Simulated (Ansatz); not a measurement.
# Al2Cr: relaxing a made-up structure

Starting from a made-up structure for Al2Cr, the aim is the relaxed cell, its shortest contacts and, where a second run follows, its electronic structure.

Method: DFT, PBE, plane-wave PAW, files of the set soft_1, scalar-relativistic, ferromagnetic start, cell and ions relaxed at zero pressure; PAW set soft_1, in the first sound run; inputs show where later runs differ, in Ansatz 0.2.0.

### Step 1. The structure

It takes space group P6/mmm (No. 191, hexagonal). Conventional cell: a = 3.551 Å, b = 3.551 Å, c = 3.748 Å, α = 90.00°, β = 90.00°, γ = 120.00°. Nearest to Cr lie 12 Al at 2.78 Å. Al has 3 Al at 2.05 Å and 6 Cr at 2.78 Å nearest. Farther neighbours are not listed.

### Step 2. Relaxing cell and atoms

The guess takes its coordinates from another compound and its volume from a rule, so the cell and any free coordinates are relaxed together.

input.yaml reads:

```yaml
crystal:
  lattice:
    - [3.551, 0.0, 0.0]
    - [-1.7755, 3.075256209, 0.0]
    - [0.0, 0.0, 3.748]
  atoms:
    - { symbol: Cr, position: [0.0, 0.0, 0.0], spin: 3.0 }
    - { symbol: Al, position: [0.666666667, 0.333333333, 0.5] }
    - { symbol: Al, position: [0.333333333, 0.666666667, 0.5] }
magnetization:
  spin_polarized: true
kpoints:
  mp_grid: { grid: [9, 9, 7] }
scf:
  occupations: { method: fermi_dirac, width: 0.05 }
hamiltonian:
  xc: pbe
  pseudopotentials: { kind: paw, azcp: { folder: soft_1 } }
relax:
  f_tol: 0.015
  max_steps: 70
  cell: {}
output:
  forces: true
  stress: true
```

Started as:

```console
$ ansatz run input.yaml --threads 4 --pin off --max-ram 8192MiB --backend cpu --events-out ev --progress --plain --runs-dir out
```

Numbers of over 12 decimals in the logs are rounded to 6 here.

The log of the run:

```text
Engine: ansatz 0.2.0, aarch64-unknown-linux-gnu
Pseudopotentials: kind: paw
Pseudopotential: Cr, paw, valence charge 14, recommended cutoff 420 eV (normal), soft_1/Cr.paw.azcp
Pseudopotential: Al, paw, valence charge 3, recommended cutoff 420 eV (normal), soft_1/Al.paw.azcp
Functional definition: PBE
  parameter kappa = 0.804
  parameter beta = 0.066725
  exchange = pbe_x(kappa = kappa, mu = beta*pi^2/3)
  correlation = pbe_c(beta = beta)
Crystal: 3 atoms, lattice volume = 40.929 Å³
Basis set: ecut = 420 eV, 787 PW (Γ), exchange–correlation on 48×48×54 points (8 copies of the dense FFT grid, shifted against one another)
Bands: 16, of which v1, the nominal top of the filled ones, is band 10 counted from 1 (9 counted from 0)
Symmetry: 24 space group operations
Space group: P6/mmm (ITA 191), of the structure as read, at distance tolerance 3.4e-5 Å
Magnetic group: BNS 191.233 (UNI 1463), of the structure as read, at distance tolerance 3.4e-5 Å
k-points: 48 of 567
Non-local potential: Cr, projectors of the file, l = 0: 3, l = 1: 2, l = 2: 3, l = 3: 1
Non-local potential: Al, projectors of the file, l = 0: 2, l = 1: 2, l = 2: 1
PAW form: soft (Blöchl's): semilocal exchange-correlation on the pseudo side does not see the compensation charge
PAW one-centre angular grid: Cr, 590 points (default); XC on 64 Gauss nodes
PAW one-centre angular grid: Al, 110 points (default); XC on 64 Gauss nodes
Initial density: superposition of atomic densities (chi_scale 0.1, normalization cell)
Starting moments: Σ|m| = 3 μB on 1 of 3 sites
Initial wavefunctions: pseudopotential atomic-orbital guess
Functional: x = pbe(κ = 0.804, μ = 0.219515), c = pbe(β = 0.066725)
SCF iter   1: F=—  HF=-4449.520676 eV  |F-HF|=—  |Δ(HF+E_count)|=         —  Δρ=9.54e-2 (↑9.54e-2 ↓5.25e-2)  dr2=1.14e1  dr2_m=2.60e-1  M=2.190 μB ∫|m|=2.486 μB  β_m=0.30  ethr=3.10e-3  ⟨swp⟩=5.7  Hψ=8302  notcnv=0
Mixer restart at iter 1: flushing history
preconditioner: auto → none  [metal: Δε(μ)=0.020 eV  Ē_g=7.138 eV  σ=0.050 eV  W_gap=0.10  n_scr=8 (ndim 8)  ℏωp=20.1 eV  f_vac=0.000  D(μ)=1.97/eV (n_scr^D=20)  sad-step TF]
SCF iter   2: F=—  HF=-4448.526246 eV  |F-HF|=—  |Δ(HF+E_count)|=   9.94e-1  Δρ=3.45e-2 (↑3.45e-2 ↓2.78e-2)  dr2=2.39e0  dr2_m=4.04e-2  M=2.224 μB ∫|m|=2.599 μB  β_m=0.40  ethr=3.10e-3  ⟨swp⟩=2.8  Hψ=3952  notcnv=0  defer=72
SCF iter   3: F=—  HF=-4447.905496 eV  |F-HF|=—  |Δ(HF+E_count)|=   6.21e-1  Δρ=1.76e-2 (↑1.76e-2 ↓9.50e-3)  dr2=1.01e-1  dr2_m=2.30e-2  M=2.232 μB ∫|m|=2.695 μB  β_m=0.52  ethr=3.10e-3  ⟨swp⟩=2.7  Hψ=3086  notcnv=0  defer=72
SCF iter   4: F=—  HF=-4447.921737 eV  |F-HF|=—  |Δ(HF+E_count)|=         —  Δρ=5.48e-3 (↑4.03e-3 ↓5.48e-3)  dr2=2.14e-2  dr2_m=4.06e-3  M=2.143 μB ∫|m|=2.640 μB  β_m=0.52  ethr=5.04e-4  ⟨swp⟩=2.1  Hψ=3632  notcnv=0  defer=68
Mixer restart at iter 4: flushing history
SCF iter   5: F=—  HF=-4447.992632 eV  |F-HF|=—  |Δ(HF+E_count)|=   7.09e-2  Δρ=5.85e-3 (↑5.85e-3 ↓2.21e-3)  dr2=1.36e-2  dr2_m=4.45e-3  M=2.107 μB ∫|m|=2.600 μB  β_m=0.47  ethr=1.07e-4  ⟨swp⟩=2.2  Hψ=2949  notcnv=0  defer=71
SCF iter   6: F=—  HF=-4448.002707 eV  |F-HF|=—  |Δ(HF+E_count)|=   1.01e-2  Δρ=2.74e-3 (↑2.74e-3 ↓1.52e-3)  dr2=4.60e-3  dr2_m=7.18e-4  M=2.143 μB ∫|m|=2.651 μB  β_m=0.45  ethr=6.81e-5  ⟨swp⟩=2.7  Hψ=3137  notcnv=0  defer=72
SCF iter   7: F=—  HF=-4448.013589 eV  |F-HF|=—  |Δ(HF+E_count)|=   1.09e-2  Δρ=1.88e-3 (↑1.88e-3 ↓7.69e-4)  dr2=2.03e-3  dr2_m=3.18e-4  M=2.141 μB ∫|m|=2.652 μB  β_m=0.72  ethr=2.30e-5  ⟨swp⟩=1.8  Hψ=2001  notcnv=0  defer=71
SCF iter   8: F=—  HF=-4448.017570 eV  |F-HF|=—  |Δ(HF+E_count)|=   3.98e-3  Δρ=7.62e-4 (↑7.62e-4 ↓1.83e-4)  dr2=2.18e-4  dr2_m=5.70e-5  M=2.139 μB ∫|m|=2.652 μB  β_m=0.68  ethr=1.01e-5  ⟨swp⟩=2.4  Hψ=2064  notcnv=0  defer=71
SCF iter   9: F=—  HF=-4448.017819 eV  |F-HF|=—  |Δ(HF+E_count)|=   2.48e-4  Δρ=1.91e-4 (↑1.91e-4 ↓5.36e-5)  dr2=7.90e-6  dr2_m=5.28e-6  M=2.138 μB ∫|m|=2.651 μB  β_m=0.84  ethr=1.09e-6  ⟨swp⟩=2.4  Hψ=2198  notcnv=0  defer=71
SCF iter  10: F=—  HF=-4448.017861 eV  |F-HF|=—  |Δ(HF+E_count)|=   4.22e-5  Δρ=2.95e-5 (↑2.95e-5 ↓8.38e-6)  dr2=2.90e-7  dr2_m=1.13e-7  M=2.138 μB ∫|m|=2.651 μB  β_m=0.80  ethr=3.95e-8  ⟨swp⟩=2.7  Hψ=2371  notcnv=0  defer=71
SCF iter  11: F=—  HF=-4448.017861 eV  |F-HF|=—  |Δ(HF+E_count)|=   6.49e-8  Δρ=4.26e-6 (↑4.26e-6 ↓1.26e-6)  dr2=3.86e-9  dr2_m=2.60e-9  M=2.138 μB ∫|m|=2.651 μB  β_m=0.82  ethr=1.45e-9  ⟨swp⟩=2.2  Hψ=2086  notcnv=0  defer=71
SCF iter  12: F=-4448.017861 eV  HF=-4448.017861 eV  |F-HF|=2.89e-10  |Δ(HF+E_count)|=  4.37e-10  Δρ=4.95e-7 (↑3.95e-7 ↓4.95e-7)  dr2=3.50e-10  dr2_m=2.51e-11  M=2.138 μB ∫|m|=2.651 μB  ethr=1.93e-11  ⟨swp⟩=1.1  Hψ=4288  notcnv=0
SCF 1 converged in 12 iterations: F = -4448.017861 eV  dr2 = 3.50e-10
  greatest PAW one-centre occupation: 1.000 electrons in one spin orbital (limit 2), on the Cr atom at site 0 (counted from 0), in its partial waves of l = 0
relax step   1: F+E_penalty+E_count = -4448.01786099 eV  Δ(F+E_penalty+E_count) = +0.000e0 eV  max|allowed force component| = 1.542e-18 eV/Å  Δτ_max = 0.0000 Å  P = +42.659 GPa  Ω = 40.929 Å³  (12 SCF iters, dr2 threshold 1.00e-7 eV, accepted)
Crystal: 3 atoms, lattice volume = 44.074 Å³
Basis set: ecut = 420 eV, 889 PW (Γ), exchange–correlation on 48×48×54 points (8 copies of the dense FFT grid, shifted against one another)
Initial density: handed on by an earlier stage of this run
Starting moments: Σ|m| = 3 μB on 1 of 3 sites; this step starts from the density that it was given
Initial wavefunctions: those handed on with the density
iter 1 solved again at ethr=5.62e-4 eV; its pass at ethr=3.10e-3 eV (dr2=1.12e-1 eV) is discarded
SCF iter   1: F=—  HF=-4449.531768 eV  |F-HF|=—  |Δ(HF+E_count)|=         —  Δρ=2.15e-2 (↑2.15e-2 ↓8.78e-3)  dr2=1.13e-1  dr2_m=8.87e-2  M=2.357 μB ∫|m|=2.947 μB  β_m=0.30  ethr=5.62e-4  ⟨swp⟩=1.0  Hψ=9562  notcnv=0
preconditioner: auto → none  [metal: Δε(μ)=0.024 eV  Ē_g=6.399 eV  σ=0.050 eV  W_gap=0.12  n_scr=8 (ndim 8)  ℏωp=19.4 eV  f_vac=0.000  D(μ)=1.37/eV (n_scr^D=8)]
SCF iter   2: F=—  HF=-4449.559532 eV  |F-HF|=—  |Δ(HF+E_count)|=   2.78e-2  Δρ=8.00e-3 (↑5.06e-3 ↓8.00e-3)  dr2=1.02e-2  dr2_m=1.45e-2  M=2.295 μB ∫|m|=2.867 μB  β_m=0.32  ethr=5.62e-4  ⟨swp⟩=2.5  Hψ=2695  notcnv=0
SCF iter   3: F=—  HF=-4449.581336 eV  |F-HF|=—  |Δ(HF+E_count)|=   2.18e-2  Δρ=6.59e-3 (↑6.59e-3 ↓5.14e-3)  dr2=3.31e-3  dr2_m=1.34e-2  M=2.318 μB ∫|m|=2.899 μB  β_m=0.54  ethr=5.12e-5  ⟨swp⟩=2.6  Hψ=3338  notcnv=0  defer=33
[...]
relax step   5: F+E_penalty+E_count = -4451.89116932 eV  Δ(F+E_penalty+E_count) = -4.881e-1 eV  max|allowed force component| = 3.720e-17 eV/Å  Δτ_max = 0.0000 Å  P = +1.464 GPa  Ω = 45.745 Å³  energy of the carried Pulay correction = -1.098e-3 eV  (8 SCF iters, dr2 threshold 3.00e-7 eV, accepted)
relax step   6: F+E_penalty+E_count = -4452.24794796 eV  Δ(F+E_penalty+E_count) = -3.568e-1 eV  max|allowed force component| = 1.735e-17 eV/Å  Δτ_max = 0.0000 Å  P = +1.554 GPa  Ω = 44.343 Å³  energy of the carried Pulay correction = -6.388e-4 eV  (8 SCF iters, dr2 threshold 3.00e-7 eV, accepted)
relax step   7: F+E_penalty+E_count = -4452.40796015 eV  Δ(F+E_penalty+E_count) = -1.600e-1 eV  max|allowed force component| = 1.503e-17 eV/Å  Δτ_max = 0.0000 Å  P = +2.418 GPa  Ω = 42.909 Å³  energy of the carried Pulay correction = -1.565e-4 eV  (9 SCF iters, dr2 threshold 3.00e-7 eV, accepted)
relax step   8: F+E_penalty+E_count = -4452.41499928 eV  Δ(F+E_penalty+E_count) = -7.039e-3 eV  max|allowed force component| = 1.899e-17 eV/Å  Δτ_max = 0.0000 Å  P = +0.084 GPa  Ω = 43.763 Å³  energy of the carried Pulay correction = -3.992e-4 eV  (8 SCF iters, dr2 threshold 3.00e-7 eV, accepted)
relax step   9: F+E_penalty+E_count = -4452.41499809 eV  Δ(F+E_penalty+E_count) = +1.190e-6 eV  max|allowed force component| = 9.252e-18 eV/Å  Δτ_max = 0.0000 Å  P = -0.004 GPa  Ω = 43.799 Å³  energy of the carried Pulay correction = -4.097e-4 eV  (7 SCF iters, dr2 threshold 1.90e-8 eV, accepted)
relax step  10: F+E_penalty+E_count = -4452.48047088 eV  Δ(F+E_penalty+E_count) = -6.547e-2 eV  max|allowed force component| = 4.240e-18 eV/Å  Δτ_max = 0.0000 Å  P = +1.944 GPa  Ω = 43.799 Å³  stress off target by 2.82e0 GPa  SCF on the basis re-selected at this cell (its energy is not comparable with the rows above)  (12 SCF iters)
relax step  11: F+E_penalty+E_count = -4452.48734371 eV  Δ(F+E_penalty+E_count) = -6.873e-3 eV  max|allowed force component| = 3.855e-19 eV/Å  Δτ_max = 0.0000 Å  P = +0.223 GPa  Ω = 44.568 Å³  energy of the carried Pulay correction = -2.575e-4 eV  (8 SCF iters, dr2 threshold 3.00e-7 eV, accepted)
relax step  12: F+E_penalty+E_count = -4452.48740327 eV  Δ(F+E_penalty+E_count) = -5.956e-5 eV  max|allowed force component| = 6.939e-18 eV/Å  Δτ_max = 0.0000 Å  P = -0.007 GPa  Ω = 44.677 Å³  energy of the carried Pulay correction = -2.977e-4 eV  (7 SCF iters, dr2 threshold 2.56e-7 eV, accepted)
iter 1 solved again at ethr=3.30e-8 eV; its pass at ethr=3.10e-3 eV (dr2=6.60e-6 eV) is discarded
SCF iter   1: F=—  HF=-4452.487451 eV  |F-HF|=—  |Δ(HF+E_count)|=         —  Δρ=2.67e-4 (↑2.67e-4 ↓1.61e-4)  dr2=2.04e-6  dr2_m=1.17e-6  M=2.503 μB ∫|m|=3.011 μB  β_m=0.65  ethr=3.30e-8  ⟨swp⟩=3.0  Hψ=11781  notcnv=0
preconditioner: auto → none  [metal: Δε(μ)=0.045 eV  Ē_g=6.437 eV  σ=0.050 eV  W_gap=0.22  n_scr=6 (ndim 8)  ℏωp=19.2 eV  f_vac=0.000  D(μ)=1.92/eV (n_scr^D=8)]
SCF iter   2: F=—  HF=-4452.487662 eV  |F-HF|=—  |Δ(HF+E_count)|=   2.11e-4  Δρ=9.56e-5 (↑9.56e-5 ↓5.64e-5)  dr2=4.89e-7  dr2_m=1.77e-7  M=2.503 μB ∫|m|=3.011 μB  β_m=0.56  ethr=1.02e-8  ⟨swp⟩=2.1  Hψ=1917  notcnv=0
SCF iter   3: F=—  HF=-4452.487685 eV  |F-HF|=—  |Δ(HF+E_count)|=   2.36e-5  Δρ=4.49e-5 (↑4.49e-5 ↓2.49e-5)  dr2=1.52e-7  dr2_m=6.04e-8  M=2.503 μB ∫|m|=3.011 μB  β_m=0.53  ethr=2.44e-9  ⟨swp⟩=2.0  Hψ=2468  notcnv=0
SCF iter   4: F=—  HF=-4452.487691 eV  |F-HF|=—  |Δ(HF+E_count)|=   5.50e-6  Δρ=3.15e-6 (↑3.15e-6 ↓1.97e-6)  dr2=7.45e-9  dr2_m=2.00e-10  M=2.503 μB ∫|m|=3.011 μB  β_m=0.63  ethr=7.60e-10  ⟨swp⟩=2.4  Hψ=2212  notcnv=0
SCF iter   5: F=—  HF=-4452.487691 eV  |F-HF|=—  |Δ(HF+E_count)|=   5.85e-8  Δρ=2.03e-6 (↑2.03e-6 ↓7.77e-7)  dr2=4.97e-9  dr2_m=2.13e-10  M=2.503 μB ∫|m|=3.011 μB  β_m=0.79  ethr=3.73e-11  ⟨swp⟩=2.0  Hψ=2090  notcnv=0
SCF iter   6: F=—  HF=-4452.487691 eV  |F-HF|=—  |Δ(HF+E_count)|=   1.87e-8  Δρ=8.94e-7 (↑8.94e-7 ↓2.38e-7)  dr2=6.35e-10  dr2_m=6.99e-11  M=2.503 μB ∫|m|=3.011 μB  β_m=0.89  ethr=2.48e-11  ⟨swp⟩=2.1  Hψ=2473  notcnv=0
SCF iter   7: F=—  HF=-4452.487693 eV  |F-HF|=—  |Δ(HF+E_count)|=   2.02e-6  Δρ=1.77e-7 (↑1.31e-7 ↓1.77e-7)  dr2=1.90e-11  dr2_m=2.30e-12  M=2.503 μB ∫|m|=3.011 μB  β_m=0.95  ethr=3.18e-12  ⟨swp⟩=2.0  Hψ=2517  notcnv=0
SCF iter   8: F=—  HF=-4452.487693 eV  |F-HF|=—  |Δ(HF+E_count)|=  2.91e-11  Δρ=9.14e-8 (↑9.14e-8 ↓7.95e-8)  dr2=3.10e-12  dr2_m=1.60e-12  M=2.503 μB ∫|m|=3.011 μB  β_m=0.97  ethr=1.00e-12  ⟨swp⟩=1.0  Hψ=1536  notcnv=0
SCF iter   9: F=-4452.487693 eV  HF=-4452.487693 eV  |F-HF|=9.09e-13  |Δ(HF+E_count)|=  1.00e-11  Δρ=6.52e-8 (↑6.52e-8 ↓2.53e-8)  dr2=2.42e-12  dr2_m=3.57e-13  M=2.503 μB ∫|m|=3.011 μB  ethr=1.00e-12  ⟨swp⟩=3.1  Hψ=5019  notcnv=0
SCF 13 converged in 9 iterations: F = -4452.487693 eV  dr2 = 2.42e-12
relax step  13: F+E_penalty+E_count = -4452.48769274 eV  Δ(F+E_penalty+E_count) = -2.895e-4 eV  max|allowed force component| = 9.252e-18 eV/Å  Δτ_max = 0.0000 Å  P = -0.015 GPa  Ω = 44.677 Å³  stress off target by 2.35e-2 GPa  SCF on the basis re-selected at this cell (its energy is not comparable with the rows above)  (9 SCF iters)
basis re-selected at this cell: Δ(F+E_penalty+E_count) = -2.895e-4 eV, ΔP = -0.008 GPa vs the last step (what re-selecting the basis moved, of the pressure what is left beyond the Pulay correction that the steps carried, after the strain that the cell walked since its last selection, with what the two solves' SCF thresholds leave and, on support functions, any second-order correction that the steps lacked; it is no m [...]
SCF converged after 9 iterations
Magnetization: 2.5032 μB (11.2516 up, 8.7484 down)
Absolute magnetization: 3.0110 μB (∫|ρ↑−ρ↓|, with the PAW one-centre terms)
Spin contamination: 0.1325 ħ² per cell (⟨S²⟩ above its minimum at these occupations)
Per-site moments (μB) at R_I (Å): [(2.545033, 1.149903), (-0.071871, 1.024521), (-0.071871, 1.024521)]
Free energy (F): -4452.487693 eV
Harris-Foulkes:  -4452.487693 eV  (|F-HF|=9.09e-13)
Internal energy: -4452.472218 eV  (E = F + TS)
E sigma→0 (E₀):  -4452.479955 eV
Entropy (-TS):   -0.015475 eV (-5.158 meV/atom)
Fermi energy:    10.964436 eV
--- Per-component energies (eV) ---
  E_band       = -220.743344
  E_kinetic    = 348.361068
  E_local      = -1960.562387  (includes V_loc(G=0)·N_el)
  E_nonlocal   = 66.780424
  E_hartree    = 906.218034
  E_xc         = -190.891005
  E_vxc        = -205.230374  (∫ρ·V_xc dr)
  E_paw        = -2161.430385  (= ΣΔE_a)
  E_vpaw       = -282.528846  (= ΣTr[D̂ρ^β])
  E_aug_tail   = 0.000790  (compensation charges beyond the density's cutoff)
  E_ewald      = -1460.948756
  E_smearing   = -0.015475  (= −TS)
  E_closure    = -0.000000  (closes the sum)
  Σ components = -4452.487693   (vs F -4452.487693, Δ=0.00e0)
--- Forces (eV/Å), atoms counted from 1 ---
  atom   1  Cr     0.00000000     0.00000000     0.00000000
  atom   2  Al     0.00000000     0.00000000     0.00000000
  atom   3  Al     0.00000000    -0.00000000     0.00000000
  max |Σ_I F_I| component: 2.31e-18 eV/Å
--- Stress (GPa, compression-positive) ---
       -0.010192       0.000000       0.000000
       -0.000000      -0.010192       0.000000
        0.000000       0.000000      -0.023540
  P = ⅓ Tr σ = -0.0146 GPa (-0.146 kbar)
--- Relaxed structure (11 steps of the walk, 11 accepted, 2 SCFs on fresh bases) ---
  F+E_penalty+E_count = -4452.48769274 eV   max|allowed force component| = 9.252e-18 eV/Å   (the final SCF, on the basis selected at the relaxed cell)
  cell:  # Å, volume = 44.6769 Å³
    - [4.301874, 0.0, 0.0]
    - [-2.150937, 3.725532, 0.0]
    - [0.0, 0.0, 2.787643]
  atoms:
    - { symbol: Cr, position: [0, 0, 0.0] }
    - { symbol: Al, position: [0.666667, 0.333333, 0.500000] }
    - { symbol: Al, position: [0.333333, 0.666667, 0.500000] }
```

Wall time 16 s (4 threads of Arm Neoverse V1, shared host); peak memory 0.37 GiB; 58 s of CPU time.

Step by step:

| step | energy less that of the first step (eV) | largest force component (eV/Å) | pressure (GPa) | volume (Å³) |
| --- | --- | --- | --- | --- |
| 1 | 0.0000 | 0.0000 | 42.66 | 40.93 |
| 2 | -1.5854 | 0.0000 | 24.23 | 44.07 |
| 3 | -2.7131 | 0.0000 | 11.09 | 46.16 |
| 4 | -3.3852 | 0.0000 | 5.32 | 46.40 |
| 5 | -3.8733 | 0.0000 | 1.46 | 45.74 |
| 6 | -4.2301 | 0.0000 | 1.55 | 44.34 |
| 7 | -4.3901 | 0.0000 | 2.42 | 42.91 |
| 8 | -4.3971 | 0.0000 | 0.08 | 43.76 |
| 9 | -4.3971 | 0.0000 | 0.00 | 43.80 |
| 10* | -4.4626 | 0.0000 | 1.94 | 43.80 |
| 11 | -4.4695 | 0.0000 | 0.22 | 44.57 |
| 12 | -4.4695 | 0.0000 | -0.01 | 44.68 |
| 13* | -4.4698 | 0.0000 | -0.01 | 44.68 |

Relaxation steps marked * repeat the geometry before them on a plane-wave basis chosen anew for their cell, so energy and pressure can jump there.

Forces are held to the 24 operations that the run works with; a distortion that breaks them can't arise in this run.

| cell as run | before | after | change |
| --- | --- | --- | --- |
| a (Å) | 3.551 | 4.302 | +21.1 % |
| b (Å) | 3.551 | 4.302 | +21.1 % |
| c (Å) | 3.748 | 2.788 | -25.6 % |
| volume (Å³/atom) | 13.64 | 14.89 | +9.2 % |

Final coordinates:

```xyz
3
Lattice="4.3019 0.0000 0.0000 -2.1509 3.7255 0.0000 0.0000 0.0000 2.7876" Properties=species:S:1:pos:R:3 pbc="T T T"
Cr    0.0000    0.0000    0.0000
Al    2.1509    1.2418    1.3938
Al    0.0000    2.4837    1.3938
```

This step gave:

* free energy: -4452.4877 eV
* energy at zero smearing: -4452.4800 eV
* smearing term TS: 0.01548 eV
* Fermi energy: 10.96 eV
* magnetization: 2.503 μB
* absolute magnetization: 3.011 μB
* site moments: 2.545, -0.07187, -0.07187 μB
* electrons: 20
* symmetry operations: 24
* pressure: -0.01464 GPa

Site moment by atom:

| atom | site moment (μB) |
| --- | --- |
| Cr1 | 2.55 |
| Al2 | -0.07 |
| Al3 | -0.07 |

The shortest distance of each pair, which need not be the same contact before and after:

| pair | guess (Å) | relaxed (Å) |
| --- | --- | --- |
| Al–Al | 2.050 | 2.484 |
| Cr–Cr | 3.551 | 2.788 |
| Al–Cr | 2.778 | 2.848 |

The relaxation ends with a pressure of -0.01 GPa.

[end of part 1 of 2]

[Logs are printed without paths, hosts, clocks, repeated set-up lines and the standing remarks that a program may print on its own settings, such as how far it seeks lower states.]

[Hosts, paths, dates, database ids (printed as entryN), source tags and the programs' standing remarks are cut or masked in the printed files.]
